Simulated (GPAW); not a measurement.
# How the Hubbard U moves the magnetism of zigzag Eu chain, bond 3.146 A

Aim: see how far moments and order energies of zigzag Eu chain, bond 3.146 A move with the Hubbard U, and what each rung costs.

Method: PBE with several values of U; plane waves with GPAW's PAW setups, scalar-relativistic, in GPAW 26.7.0.

## 1. Starting point

The cell holds 2 atoms: 2 Eu. Its edges and angles: a = 12.000 Å, b = 12.000 Å, c = 3.775 Å, α = 90.0°, β = 90.0°, γ = 90.0°. model lattice. Vacuum lies along a and b. The structure's axis is c.

## 2. Rung 1 (no U), start ferro ++

Each rung takes a larger U, to see how far the results hang on a number that is chosen.

Contents of order1.py:

```python
import json
import numpy as np
from ase import Atoms
from ase.parallel import paropen, parprint
from gpaw import GPAW

atoms = Atoms(['Eu', 'Eu'],
    cell=[[12.0, 0.0, 0.0],
         [0.0, 12.0, 0.0],
         [0.0, 0.0, 3.7752]],
    scaled_positions=[[0.39513333, 0.5, 0.0],
         [0.60486667, 0.5, 0.5]],
    pbc=True,
    magmoms=[7.0, 7.0])
atoms.calc = GPAW(mode={'name': 'pw', 'ecut': 700},
    xc='PBE',
    kpts={'size': (1, 1, 8), 'gamma': True},
    occupations={'name': 'fermi-dirac', 'width': 0.1},
    convergence={'density': 1e-05, 'energy': 1e-05},
    maxiter=200,
    symmetry={'tolerance': 1e-4},
    txt='order1.txt')
e = atoms.get_potential_energy(force_consistent=True)
res = {'free_energy': e, 'energy_sigma0': atoms.get_potential_energy(), 'fermi_energy': atoms.calc.get_fermi_level()}
res['moments'] = atoms.get_magnetic_moments().tolist()
res['total'] = atoms.get_magnetic_moment()
parprint('site moments (muB):', np.round(res['moments'], 3))
parprint(f"total moment: {res['total']:.3f} muB")
parprint(f'free energy: {e:.6f} eV')
atoms.calc.write('order1.gpw')
with paropen('results.json', 'w') as f:
    json.dump(res, f)
```

Run with:

```
> OMP_NUM_THREADS=1 mpirun -n 2 gpaw python order1.py > order1.log
```

What it wrote:

```text
site moments (muB): [6.864 6.864]
total moment: 16.154 muB
free energy: -17.099205 eV

--- order1.txt ---
Input parameters:
  mode=PW(ecut=700),
  convergence={'density': 1e-05, 'energy': 1e-05},
  kpts=MonkhorstPack(size=(1, 1, 8), gamma=True),
  maxiter=200,
  occupations=Occupations(name='fermi-dirac', width=0.1),
  symmetry=Symmetry(tolerance=0.0001),
  xc=XC(name='PBE')

Diagonalizing LCAO Hamiltonian
Converting LCAO to pw mode
        .----------------------------.
       /|                            |
      / |                            |
     /  |                            |
    /   |                            |
   /    .----------------------------.
  /    /              Eu            /
 *    /                            /
 |   /                            /
 |  /           Eu               /
 | /                            /
 |/                            /
 *----------------------------*

Atoms  # Å, Bohr magnetons
|   | symbol |        x |        y |        z |    initial magnetic moments |
|---|--------|----------|----------|----------|-----------------------------|
| 0 |     Eu | 4.741600 | 6.000000 | 0.000000 | ( 0.0000,  0.0000,  7.0000) |
| 1 |     Eu | 7.258400 | 6.000000 | 1.887600 | ( 0.0000,  0.0000,  7.0000) |

Unit cell  # Å
| periodic |         x |         y |        z |   lengths |    angles |
|----------|-----------|-----------|----------|-----------|-----------|
|      yes | 12.000000 |  0.000000 | 0.000000 | 12.000000 | 90.000000 |
|      yes |  0.000000 | 12.000000 | 0.000000 | 12.000000 | 90.000000 |
|      yes |  0.000000 |  0.000000 | 3.775200 |  3.775200 | 90.000000 |

Number of symmetries: 4

BZ-sampling:
  Number of BZ points: 8
  Number of IBZ points: 5

  Monkhorst-Pack size: [1, 1, 8]
  Monkhorst-Pack shift: [0.0, 0.0, 0.0625]

Plane wave coefficients: 22888
Cutoff: 700.0 eV

Spin-components: 2 (collinear spins)
Bands:           33
Projectors:      16
Spin-degeneracy: 1
Datatype:        complex128

Parallelization:
  kpt:    2
  domain: 1
  band:   1

Density:
  Valence electrons: 34.0
  Components: 2
  Grid points: [75 75 24]
  Charge: 0.0  # |e|

Potential:
  Grid points: [75 75 24]

[... setups left out ...]
Reference energy: -590161.623223  # eV

eigensolver:
  PPCG
  Converge bands: occupied
  niter=2

density mixing:
  MSR1-Mixer
  Pratt-step length: 0.05
  Maximum mixing coefficient: 0.75
  Old densities: 10
  SVD Regularization: 0.005
  Good broyden scale: 1.0
  Trust region scale: 1.0
  Backstep threshold: 4.0
  History deletion threshold: 6.0
  Fourier metric: weight=20.0, sigma=0.015

occupation numbers:
  Fermi-Dirac:
    width: 0.1000  # eV

poisson solver:
  ecut: 5600.0  # eV

xc functional:
  name: PBE with 2 nearest neighbor stencil

convergence criteria:
- Maximum integral of absolute [dens]ity change: 1e-05 electrons / valence electron
- Maximum [total energy] change in last 3 cyles: 1e-05 eV / valence electron
- Maximum integral of absolute [eigenst]ate change: 4e-08 eV^2 / valence electron
maximum number of iterations: 200

SCF iterations
|iter     |      energy | eigst |  dens |  magmom |
|---------|-------------|-------|-------|---------|
|iter:   1|       0s |  -18.504484 | -0.23 |       | +14.0328|
|iter:   2|       8s |  -16.994751 | -0.91 | -0.52 | +13.8854|
|iter:   3|      16s |  -16.904273 | -2.22 | -1.01 | +13.9560|
|iter:   4|      23s |  -16.756713 | -1.66 | -1.04 | +14.2870|
|iter:   5|      31s |  -16.802283 | -2.41 | -1.17 | +14.5359|
|iter:   6|      39s |  -16.899042 | -2.12 | -1.23 | +15.0091|
|iter:   7|      46s |  -16.990576 | -2.10 | -1.41 | +15.5616|
|iter:   8|      54s |  -17.013823 | -2.76 | -1.70 | +15.8668|
|iter:   9|      61s |  -17.021766 | -3.26 | -2.08 | +16.0315|
|iter:  10|      69s |  -17.020693 | -3.59 | -2.12 | +16.0504|
|iter:  11|      76s |  -17.021541 | -3.54 | -2.38 | +16.1406|
|iter:  12|      84s |  -17.021763 | -4.64 | -2.80 | +16.1451|
|iter:  13|      92s |  -17.021860c| -4.92 | -2.97 | +16.1421|
|iter:  14|      99s |  -17.021887c| -4.97 | -3.17 | +16.1439|
|iter:  15|     107s |  -17.021841c| -5.25 | -3.46 | +16.1483|
|iter:  16|     115s |  -17.021852c| -5.29 | -3.71 | +16.1515|
|iter:  17|     123s |  -17.021783c| -6.41 | -3.99 | +16.1528|
|iter:  18|     129s |  -17.021786c| -7.33 | -4.49 | +16.1531|
|iter:  19|     134s |  -17.021781c| -7.59c| -4.72 | +16.1534|
|iter:  20|     138s |  -17.021780c| -7.81c| -5.04c| +16.1537|

Converged in 20 steps
Energy contributions relative to reference atoms: (reference = -590161.623223)

Energy contributions:
  Kinetic:          20.588588
  Coulomb:         -12.710232
  Zero:              0.128091
  External:          0.000000
  Xc:              -24.950803
  Entropy:          -0.154848
  Spinorbit:         0.000000
  ----------------------------
  Free energy:     -17.099205
  Extrapolated:    -17.021780

dipole moment: (-0.000001, -0.000001, -20.945210)  # |e|*Ang

Total magnetic moment: (0.000000, 0.000000, 16.153697)

Local magnetic moments
|        x |        y |        z |
|----------|----------|----------|
| 0.000000 | 0.000000 | 6.863544 |  # Eu   0
| 0.000000 | 0.000000 | 6.863541 |  # Eu   1

Fermi level: -1.187
Eigenvalues  # (at kpt = [0.000, 0.000, 0.000])
| band index |      eig [eV] | occ [0-1] |      eig [eV] | occ [0-1] |
|------------|---------------|-----------|---------------|-----------|
|          0 |       -43.088 |     1.000 |       -39.816 |     1.000 |
|        ... |               |           |               |           |
|         10 |        -2.012 |     1.000 |        -0.224 |     0.000 |
|         11 |        -1.979 |     1.000 |         0.024 |     0.000 |
|         12 |        -1.970 |     1.000 |         0.104 |     0.000 |
|         13 |        -1.917 |     0.999 |         0.369 |     0.000 |
|         14 |        -1.914 |     0.999 |         0.478 |     0.000 |
|         15 |        -1.885 |     0.999 |         0.655 |     0.000 |
|         16 |        -1.815 |     0.998 |         1.588 |     0.000 |
|         17 |        -1.786 |     0.997 |         1.625 |     0.000 |
|         18 |        -1.756 |     0.997 |         1.794 |     0.000 |
|         19 |        -1.752 |     0.996 |         2.383 |     0.000 |
|         20 |        -1.744 |     0.996 |         2.427 |     0.000 |
|         21 |        -1.726 |     0.995 |         2.502 |     0.000 |
|         22 |        -1.721 |     0.995 |         2.592 |     0.000 |
|         23 |        -1.716 |     0.995 |         2.681 |     0.000 |
|         24 |        -1.357 |     0.845 |         2.697 |     0.000 |
|        ... |               |           |               |           |
|         32 |         1.526 |     0.000 |         3.225 |     0.000 |

No gap
No difference between direct/indirect transitions
```

Elapsed: 2.5 min, on 2 MPI ranks of Arm Neoverse V1, shared host; peak memory 1.2 GiB.

Read from the output:

```yaml
magnetization: 16.15 μB
final_state: ferromagnetic
largest_moment: 6.864 μB
```

After 20 cycles the largest moment stands at 6.86 μB.

## 3. Rung 1 (no U), start antiferro +-

The second start gives the energy difference between the two end states, the quantity that is followed up the ladder.

order2.py is the script of step 2 with these lines changed:

```diff
@@ -13,3 +13,3 @@
     pbc=True,
-    magmoms=[7.0, 7.0])
+    magmoms=[7.0, -7.0])
 atoms.calc = GPAW(mode={'name': 'pw', 'ecut': 700},
@@ -21,3 +21,3 @@
     symmetry={'tolerance': 1e-4},
-    txt='order1.txt')
+    txt='order2.txt')
 e = atoms.get_potential_energy(force_consistent=True)
@@ -29,3 +29,3 @@
 parprint(f'free energy: {e:.6f} eV')
-atoms.calc.write('order1.gpw')
+atoms.calc.write('order2.gpw')
 with paropen('results.json', 'w') as f:
```

Run with:

```
> OMP_NUM_THREADS=1 mpirun -n 2 gpaw python order2.py > order2.log
```

What it wrote:

```text
site moments (muB): [ 6.705 -6.705]
total moment: -0.000 muB
free energy: -16.551762 eV

--- order2.txt ---
Input parameters:
  mode=PW(ecut=700),
  convergence={'density': 1e-05, 'energy': 1e-05},
  kpts=MonkhorstPack(size=(1, 1, 8), gamma=True),
  maxiter=200,
  occupations=Occupations(name='fermi-dirac', width=0.1),
  symmetry=Symmetry(tolerance=0.0001),
  xc=XC(name='PBE')

Diagonalizing LCAO Hamiltonian
Converting LCAO to pw mode
        .----------------------------.
       /|                            |
      / |                            |
     /  |                            |
    /   |                            |
   /    .----------------------------.
  /    /              Eu            /
 *    /                            /
 |   /                            /
 |  /           Eu               /
 | /                            /
 |/                            /
 *----------------------------*

Atoms  # Å, Bohr magnetons
|   | symbol |        x |        y |        z |    initial magnetic moments |
|---|--------|----------|----------|----------|-----------------------------|
| 0 |     Eu | 4.741600 | 6.000000 | 0.000000 | ( 0.0000,  0.0000,  7.0000) |
| 1 |     Eu | 7.258400 | 6.000000 | 1.887600 | ( 0.0000,  0.0000, -7.0000) |

Number of symmetries: 4

BZ-sampling:
  Number of BZ points: 8
  Number of IBZ points: 5

  Monkhorst-Pack size: [1, 1, 8]
  Monkhorst-Pack shift: [0.0, 0.0, 0.0625]

Plane wave coefficients: 22888
Cutoff: 700.0 eV

Spin-components: 2 (collinear spins)
Bands:           25
Projectors:      16
Spin-degeneracy: 1
Datatype:        complex128

Parallelization:
  kpt:    2
[...]
|iter:  19|      93s |  -16.434688c| -6.13 | -4.58 |  -0.0000|
|iter:  20|      97s |  -16.434695c| -6.55 | -5.11c|  +0.0000|
|iter:  21|     101s |  -16.434698c| -7.04 | -5.38c|  -0.0000|
|iter:  22|     104s |  -16.434699c| -7.58c| -5.57c|  -0.0000|

Converged in 22 steps
Energy contributions relative to reference atoms: (reference = -590161.623223)

Energy contributions:
  Kinetic:          29.009983
  Coulomb:         -20.599787
  Zero:             -0.057550
  External:          0.000000
  Xc:              -24.670282
  Entropy:          -0.234127
  Spinorbit:         0.000000
  ----------------------------
  Free energy:     -16.551762
  Extrapolated:    -16.434699

dipole moment: (0.000002, -0.000001, -20.918977)  # |e|*Ang

Total magnetic moment: (0.000000, 0.000000, -0.000002)

Local magnetic moments
|        x |        y |         z |
|----------|----------|-----------|
| 0.000000 | 0.000000 |  6.705139 |  # Eu   0
| 0.000000 | 0.000000 | -6.705139 |  # Eu   1

Fermi level: -1.088
Eigenvalues  # (at kpt = [0.000, 0.000, 0.000])
| band index |      eig [eV] | occ [0-1] |      eig [eV] | occ [0-1] |
|------------|---------------|-----------|---------------|-----------|
|          0 |       -43.026 |     1.000 |       -43.026 |     1.000 |
|        ... |               |           |               |           |
|          9 |        -2.233 |     1.000 |        -2.233 |     1.000 |
|         10 |        -1.846 |     0.999 |        -1.846 |     0.999 |
|         11 |        -1.827 |     0.999 |        -1.827 |     0.999 |
|         12 |        -1.774 |     0.999 |        -1.774 |     0.999 |
[...]
|         21 |         0.115 |     0.000 |         0.115 |     0.000 |
|         22 |         0.455 |     0.000 |         0.455 |     0.000 |
|         23 |         0.803 |     0.000 |         0.803 |     0.000 |
|         24 |         1.234 |     0.000 |         1.234 |     0.000 |

No gap
No difference between direct/indirect transitions
```

Elapsed: 1.9 min, on 2 MPI ranks; peak memory 1.2 GiB.

Read from the output:

```
magnetization  : 0 μB
final state    : antiferromagnetic
largest moment : 6.705 μB
```

This start lies +273.7 meV a seeded atom from the first; its largest moment is 6.71 μB.

## 4. Rung 2 (U = 1.5 eV on Eu f), start ferro ++

order1.py is the script of step 2 with these lines changed:

```diff
@@ -20,2 +20,3 @@
     maxiter=200,
+    setups={'Eu': ':f,1.5'},
     symmetry={'tolerance': 1e-4},
```

Run with:

```
> OMP_NUM_THREADS=1 mpirun -n 2 gpaw python order1.py > order1.log
```

What it wrote:

```text
site moments (muB): [6.913 6.913]
total moment: 16.191 muB
free energy: -16.972577 eV

--- order1.txt ---
Input parameters:
  mode=PW(ecut=700),
  convergence={'density': 1e-05, 'energy': 1e-05},
  kpts=MonkhorstPack(size=(1, 1, 8), gamma=True),
  maxiter=200,
  occupations=Occupations(name='fermi-dirac', width=0.1),
  setups={'Eu': ':f,1.5'},
  symmetry=Symmetry(tolerance=0.0001),
  xc=XC(name='PBE')

[...]
|         13 |        -2.158 |     1.000 |         0.375 |     0.000 |
[...]
|         22 |        -1.973 |     1.000 |         2.997 |     0.000 |
|         23 |        -1.961 |     1.000 |         3.051 |     0.000 |
|         24 |        -1.361 |     0.859 |         3.298 |     0.000 |
|        ... |               |           |               |           |
|         32 |         1.628 |     0.000 |         4.317 |     0.000 |

No gap
No difference between direct/indirect transitions

[key lines of the parts left out:]
Free energy:     -16.972577
Converged in 20 steps
dipole moment: (0.000003, -0.000001, -20.865693)  # |e|*Ang
Fermi level: -1.181
```

The job ended after 2.2 min (2 MPI ranks; peak memory 1.2 GiB; 4.5 min of CPU time).

Numbers from this step:

```
magnetization  : 16.19 μB
final state    : ferromagnetic
largest moment : 6.913 μB
```

The largest moment moves by +0.05 μB from rung 1, at 0.90 times its CPU time.

## 5. Rung 2 (U = 1.5 eV on Eu f), start antiferro +-

order2.py is the script of step 3 with these lines changed:

```diff
@@ -20,2 +20,3 @@
     maxiter=200,
+    setups={'Eu': ':f,1.5'},
     symmetry={'tolerance': 1e-4},
```

Run with:

```
> OMP_NUM_THREADS=1 mpirun -n 2 gpaw python order2.py > order2.log
```

What it wrote:

```text
site moments (muB): [ 6.763 -6.763]
total moment: 0.000 muB
free energy: -16.448869 eV

--- order2.txt ---
Input parameters:
  mode=PW(ecut=700),
  convergence={'density': 1e-05, 'energy': 1e-05},
  kpts=MonkhorstPack(size=(1, 1, 8), gamma=True),
  maxiter=200,
  occupations=Occupations(name='fermi-dirac', width=0.1),
  setups={'Eu': ':f,1.5'},
  symmetry=Symmetry(tolerance=0.0001),
  xc=XC(name='PBE')

[...]
|         11 |        -2.109 |     1.000 |        -2.109 |     1.000 |
|         12 |        -2.095 |     1.000 |        -2.095 |     1.000 |
[...]
|         21 |         0.119 |     0.000 |         0.119 |     0.000 |
|         22 |         0.473 |     0.000 |         0.473 |     0.000 |
|         23 |         0.893 |     0.000 |         0.893 |     0.000 |
|         24 |         1.276 |     0.000 |         1.276 |     0.000 |

No gap
No difference between direct/indirect transitions

[key lines of the parts left out:]
Free energy:     -16.448869
Converged in 20 steps
dipole moment: (-0.000004, -0.000001, -20.846967)  # |e|*Ang
Fermi level: -1.063
```

The job ended after 1.7 min (2 MPI ranks; peak memory 1.2 GiB; 3.5 min of CPU time).

This step gave:

```
magnetization  : 0 μB
final state    : antiferromagnetic
largest moment : 6.763 μB
```

This start lies +261.9 meV a seeded atom from the first, a change of -11.9 meV since rung 1; its largest moment is 6.76 μB.

## 6. Rung 3 (U = 3 eV on Eu f), start ferro ++

order1.py is the script of step 4 with these lines changed:

```diff
@@ -20,3 +20,3 @@
     maxiter=200,
-    setups={'Eu': ':f,1.5'},
+    setups={'Eu': ':f,3.0'},
     symmetry={'tolerance': 1e-4},
```

Run with:

```
> OMP_NUM_THREADS=1 mpirun -n 2 gpaw python order1.py > order1.log
```

What it wrote:

```text
site moments (muB): [6.95 6.95]
total moment: 16.213 muB
free energy: -16.930409 eV

--- order1.txt ---
Input parameters:
  mode=PW(ecut=700),
  convergence={'density': 1e-05, 'energy': 1e-05},
  kpts=MonkhorstPack(size=(1, 1, 8), gamma=True),
  maxiter=200,
  occupations=Occupations(name='fermi-dirac', width=0.1),
  setups={'Eu': ':f,3.0'},
  symmetry=Symmetry(tolerance=0.0001),
  xc=XC(name='PBE')

[...]
|         13 |        -2.544 |     1.000 |         0.378 |     0.000 |
[...]
|         22 |        -2.344 |     1.000 |         3.118 |     0.000 |
|         23 |        -2.340 |     1.000 |         3.136 |     0.000 |
|         24 |        -1.366 |     0.872 |         3.398 |     0.000 |
|        ... |               |           |               |           |
|         32 |         1.701 |     0.000 |         5.203 |     0.000 |

No gap
No difference between direct/indirect transitions

[key lines of the parts left out:]
Free energy:     -16.930409
Converged in 17 steps
dipole moment: (0.000002, -0.000001, -20.806402)  # |e|*Ang
Fermi level: -1.174
```

It took 1.9 min on 2 MPI ranks; peak memory 1.2 GiB.

This step gave:

```
magnetization  : 16.21 μB
final state    : ferromagnetic
largest moment : 6.950 μB
```

The largest moment moves by +0.04 μB from rung 2, at 0.86 times its CPU time.

## 7. Rung 3 (U = 3 eV on Eu f), start antiferro +-

order2.py is the script of step 5 with these lines changed:

```diff
@@ -20,3 +20,3 @@
     maxiter=200,
-    setups={'Eu': ':f,1.5'},
+    setups={'Eu': ':f,3.0'},
     symmetry={'tolerance': 1e-4},
```

Run with:

```
> OMP_NUM_THREADS=1 mpirun -n 2 gpaw python order2.py > order2.log
```

What it wrote:

```text
site moments (muB): [ 6.804 -6.804]
total moment: 0.000 muB
free energy: -16.424167 eV

--- order2.txt ---
Input parameters:
  mode=PW(ecut=700),
  convergence={'density': 1e-05, 'energy': 1e-05},
  kpts=MonkhorstPack(size=(1, 1, 8), gamma=True),
  maxiter=200,
  occupations=Occupations(name='fermi-dirac', width=0.1),
  setups={'Eu': ':f,3.0'},
  symmetry=Symmetry(tolerance=0.0001),
  xc=XC(name='PBE')

[...]
|         22 |         0.482 |     0.000 |         0.482 |     0.000 |
|         23 |         0.948 |     0.000 |         0.948 |     0.000 |
|         24 |         1.301 |     0.000 |         1.301 |     0.000 |

Gap: 0.011 eV
Transition (v -> c):
  (s=1, k=2, n=16, [0.00, 0.00, 0.25]) -> (s=0, k=3, n=17, [0.00, 0.00, 0.38])
Direct/indirect transitions are different
Direct gap: 0.053 eV
Transition at: (s=1->0, k=3, n=16, [0.00, 0.00, 0.38])

[key lines of the parts left out:]
Free energy:     -16.424167
Converged in 21 steps
dipole moment: (-0.000001, -0.000001, -20.793975)  # |e|*Ang
Fermi level: -1.048
```

Run time: 1.8 min. Hardware: 2 MPI ranks; peak memory 1.2 GiB.

Read from the output:

| Property | Result |
| --- | --- |
| magnetization | 0 μB |
| final state | antiferromagnetic |
| largest moment | 6.804 μB |

This start lies +253.1 meV a seeded atom from the first, a change of -8.7 meV since rung 2; its largest moment is 6.80 μB.

## 8. Rung 4 (U = 4.5 eV on Eu f), start ferro ++

order1.py is the script of step 6 with these lines changed:

```diff
@@ -20,3 +20,3 @@
     maxiter=200,
-    setups={'Eu': ':f,3.0'},
+    setups={'Eu': ':f,4.5'},
     symmetry={'tolerance': 1e-4},
```

Run with:

```
> OMP_NUM_THREADS=1 mpirun -n 2 gpaw python order1.py > order1.log
```

What it wrote:

```text
site moments (muB): [6.978 6.978]
total moment: 16.222 muB
free energy: -16.949445 eV

--- order1.txt ---
Input parameters:
  mode=PW(ecut=700),
  convergence={'density': 1e-05, 'energy': 1e-05},
  kpts=MonkhorstPack(size=(1, 1, 8), gamma=True),
  maxiter=200,
  occupations=Occupations(name='fermi-dirac', width=0.1),
  setups={'Eu': ':f,4.5'},
  symmetry=Symmetry(tolerance=0.0001),
  xc=XC(name='PBE')

[...]
|         13 |        -3.032 |     1.000 |         0.378 |     0.000 |
[...]
|         22 |        -2.832 |     1.000 |         3.156 |     0.000 |
|         23 |        -2.500 |     1.000 |         3.184 |     0.000 |
|         24 |        -1.367 |     0.879 |         3.463 |     0.000 |
|        ... |               |           |               |           |
|         32 |         1.752 |     0.000 |         5.573 |     0.000 |

No gap
No difference between direct/indirect transitions

[key lines of the parts left out:]
Free energy:     -16.949445
Converged in 17 steps
dipole moment: (-0.000001, -0.000001, -20.761778)  # |e|*Ang
Fermi level: -1.168
```

Wall time 1.9 min (2 MPI ranks); peak memory 1.2 GiB; 3.8 min of CPU time.

Numbers from this step:

```
magnetization  : 16.22 μB
final state    : ferromagnetic
largest moment : 6.978 μB
```

The largest moment moves by +0.03 μB from rung 3, at 1.00 times its CPU time.

(Continued in part 2 of 2.)

[Logs and program files are shortened in this print: banners, set-up blocks, solver, clock and traceback lines can be left out without a mark of their own.]

[Logs are printed without paths, hosts, clocks, repeated set-up lines and the standing remarks that a program may print on its own settings, such as how far it seeks lower states.]

[Hosts, paths, dates, database ids (printed as entryN), source tags and the programs' standing remarks are cut or masked in the printed files.]

[Where a cell is said to come from a database of computed structures, the database is the Materials Project.]
